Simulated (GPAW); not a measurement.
# Screening of a field by 1T-CrSSe monolayer, part 2 of 2

Wanted: the out-of-plane polarisability of 1T-CrSSe monolayer.

GPAW 26.7.0; GPAW, PAW setups; layer in a repeated cell with vacuum, relaxation of atoms and in-plane cell (the session's first sound run).

So far. Step 5 (In a field): The dipole is now -0.0396 e Å, against -0.012 in the run without a field. Step 8 (Field on): The dipole is now 0.0153 e Å, against -0.012 in the run without a field.

### Step 9. In a field

Contents of run.py:

```python
import json
import numpy as np
from ase import Atoms
from gpaw import GPAW, PW
from gpaw.external import ConstantElectricField

slab = Atoms(
    ['Se', 'Cr', 'S'],
    positions=[
        [1.68982, 0.97562, 9.00000],
        [0.00000, 0.00000, 10.61127],
        [-0.00000, 1.95124, 11.86641]],
    cell=[[3.37964, -0.0, 0.0], [-1.68982, 2.92686, 0.0], [0.0, 0.0, 20.8664]],
    pbc=[True, True, False],
    magmoms=[0.0, 3.0, 0.0])

slab.calc = GPAW(mode=PW(400), xc='PBE', kpts={'size': (12, 12, 1), 'gamma': True},
                 occupations={'name': 'fermi-dirac', 'width': 0.05}, nbands='160%',
                 convergence={'density': 1e-05}, maxiter=200,
                 poissonsolver={'dipolelayer': 'xy'},
                 external=ConstantElectricField(0.2, [0, 0, 1]),
                 symmetry={'tolerance': 1e-3}, txt='slab.txt')
result = {}
energy = slab.get_potential_energy()
fermi = slab.calc.get_fermi_level()
v = slab.calc.get_electrostatic_potential().mean((0, 1)) - fermi
n = slab.calc.get_pseudo_density().mean((0, 1))
L = slab.cell[2, 2]
z = np.arange(len(v)) * L / len(v)
low, high = slab.positions[:, 2].min(), slab.positions[:, 2].max()
below, above = np.interp([low - 6.8, high + 6.8], z, v)
slopes = [np.interp(x, z, np.gradient(v, z)) for x in (low - 6.8, high + 6.8)]
eps = np.array([[slab.calc.get_eigenvalues(k, s) for k in range(len(slab.calc.get_ibz_k_points()))]
                for s in range(slab.calc.get_number_of_spins())]) - fermi
top, bottom = eps[eps < 0].max(), eps[eps > 0].min()
dipole = slab.get_dipole_moment()[2]
print(f'energy {energy:.4f} eV, Fermi level {fermi:.4f} eV, dipole {dipole:.5f} e A')
print(f'potential 6.8 A off the faces, from the Fermi level: lower {below:.4f} eV, upper {above:.4f} eV')
print(f'slope of the potential there: lower {slopes[0]:.5f}, upper {slopes[1]:.5f} eV/A')
print(f'nearest levels on the mesh: {top:.4f} and {bottom:.4f} eV')
print('magnetic moment', round(slab.get_magnetic_moment(), 3))
result.update(energy=energy, fermi=fermi, dipole=dipole, below=below, above=above, slopes=slopes, edges=[top, bottom],
              z=z.tolist(), v=v.tolist(), n=n.tolist(), positions=slab.positions.tolist(),
              forces=slab.get_forces(apply_constraint=False).tolist(), moments=slab.get_magnetic_moments().tolist())
json.dump(result, open('result.json', 'w'))
```

Started as:

```
OMP_NUM_THREADS=1 OPENBLAS_NUM_THREADS=1 python run.py
```

It took 3.4 min on 1 thread of Arm Neoverse V1, shared host; peak memory 0.41 GiB.

The electrostatic potential energy of an electron (without an applied field's), less the Fermi level, planar mean by z:

| z (Å) | electrostatic potential energy of an electron (without an applied field's), less the Fermi level, planar mean (eV) |
| --- | --- |
| 0 | 5.73 |
| 1 | 6.12 |
| 2 | 6.12 |
| 3 | 6.12 |
| 4 | 6.12 |
| 5 | 6.12 |
| 6 | 6.11 |
| 7 | 5.97 |
| 8 | 3.37 |
| 9 | -18.5 |
| 10 | -4.06 |
| 11 | -8.57 |
| 12 | -14.5 |
| 13 | 4.10 |
| 14 | 5.29 |
| 15 | 5.33 |
| 16 | 5.34 |
| 17 | 5.34 |
| 18 | 5.34 |
| 19 | 5.34 |
| 20 | 5.34 |

The dipole is now 0.0427 e Å, against -0.012 in the run without a field.

### Step 10. Field on

run.py: that of step 9 with these lines changed.

```diff
@@ -20,3 +20,3 @@
                  poissonsolver={'dipolelayer': 'xy'},
-                 external=ConstantElectricField(0.2, [0, 0, 1]),
+                 external=ConstantElectricField(0.3, [0, 0, 1]),
                  symmetry={'tolerance': 1e-3}, txt='slab.txt')
```

It took 3.5 min on 1 thread; peak memory 0.41 GiB.

Table of electrostatic potential energy of an electron (without an applied field's), less the Fermi level, planar mean by z:

| z (Å) | electrostatic potential energy of an electron (without an applied field's), less the Fermi level, planar mean (eV) |
| --- | --- |
| 0 | 5.74 |
| 1 | 6.38 |
| 2 | 6.38 |
| 3 | 6.38 |
| 4 | 6.38 |
| 5 | 6.38 |
| 6 | 6.37 |
| 7 | 6.22 |
| 8 | 3.59 |
| 9 | -18.4 |
| 10 | -4.02 |
| 11 | -8.62 |
| 12 | -14.6 |
| 13 | 3.88 |
| 14 | 5.05 |
| 15 | 5.09 |
| 16 | 5.09 |
| 17 | 5.09 |
| 18 | 5.09 |
| 19 | 5.09 |
| 20 | 5.09 |

The dipole is now 0.0702 e Å, against -0.012 in the run without a field.

### Step 11. The series

The members are put on one axis.

This step: induced dipole against applied field (GPAW 26.7.0).

The dipole along the normal by field:

| field (V/Å) | dipole along the normal (e·Å) |
| --- | --- |
| -0.200 | -0.0670 |
| -0.100 | -0.0396 |
| -0.050 | -0.0259 |
| 0.000 | -0.0120 |
| 0.050 | 0.00156 |
| 0.100 | 0.0153 |
| 0.200 | 0.0427 |
| 0.300 | 0.0702 |

### Step 12. A changed run

One more run, with changed settings.

This step: GPAW, PAW setups; slab in vacuum (GPAW 26.7.0).

run.py: that of step 10 with these lines changed.

```diff
@@ -4,3 +4,2 @@
 from gpaw import GPAW, PW
-from gpaw.external import ConstantElectricField
 
@@ -17,6 +16,5 @@
 slab.calc = GPAW(mode=PW(400), xc='PBE', kpts={'size': (12, 12, 1), 'gamma': True},
-                 occupations={'name': 'fermi-dirac', 'width': 0.05}, nbands='160%',
-                 convergence={'density': 1e-05}, maxiter=200,
+                 occupations={'name': 'fermi-dirac', 'width': 2.0}, nbands='160%',
+                 convergence={'density': 1e-05}, maxiter=50,
                  poissonsolver={'dipolelayer': 'xy'},
-                 external=ConstantElectricField(0.3, [0, 0, 1]),
                  symmetry={'tolerance': 1e-3}, txt='slab.txt')
```

Wall time 92 s (1 thread); peak memory 0.24 GiB.

The run finished. A setting was moved off its sound value on purpose, so it serves as a test and not as the result.

The fault put into the input: a smearing of electronvolts (width = 2.0).

Side by side:

| quantity | this run | sound run | difference |
| --- | --- | --- | --- |
| sum of the site moments (μB) | 1.597e-5 | 2.0672 | -2.07 |

The two runs differ clearly in the sum of the site moments: 1.6e-5 μB against 2.07 μB.

### Step 13. Outcome

* work function, upper and lower face: 5.819 and 5.597 eV
* dipole along the normal: -0.0120 e Å
* induced dipole per field: 0.274 e Å per V/Å
* out-of-plane polarisability per area, α/(ε0 A): 5.02 Å

**Reading.** The field induces 0.274 e Å per V/Å, a polarisable thickness α/(ε0 A) of 5.02 Å beside 2.87 Å between the outermost nuclei. A perfect conductor would give the distance between its two image planes; a dielectric of thickness t gives t(1 - 1/ε). The two faces differ by 0.22 eV, the step that the slab's dipole makes (e p/(ε0 A) gives 0.22 eV), so the dipole layer is needed. The induced dipole is linear in the field over this range. The starting lattice was a guess from atomic radii; the relaxation moved it by 8 %. The relaxation of atoms and cell ran in a fully periodic cell without the dipole layer, so the atoms of this polar layer felt a small spurious field. One magnetic start was tried; another order may lie lower. The layer's cell and atoms come from the relaxation; spin-orbit coupling and temperature are left out.

[Logs are printed without paths, hosts, clocks, repeated set-up lines and the standing remarks that a program may print on its own settings, such as how far it seeks lower states.]

[Hosts, paths, dates, database ids (printed as entryN), source tags and the programs' standing remarks are cut or masked in the printed files.]
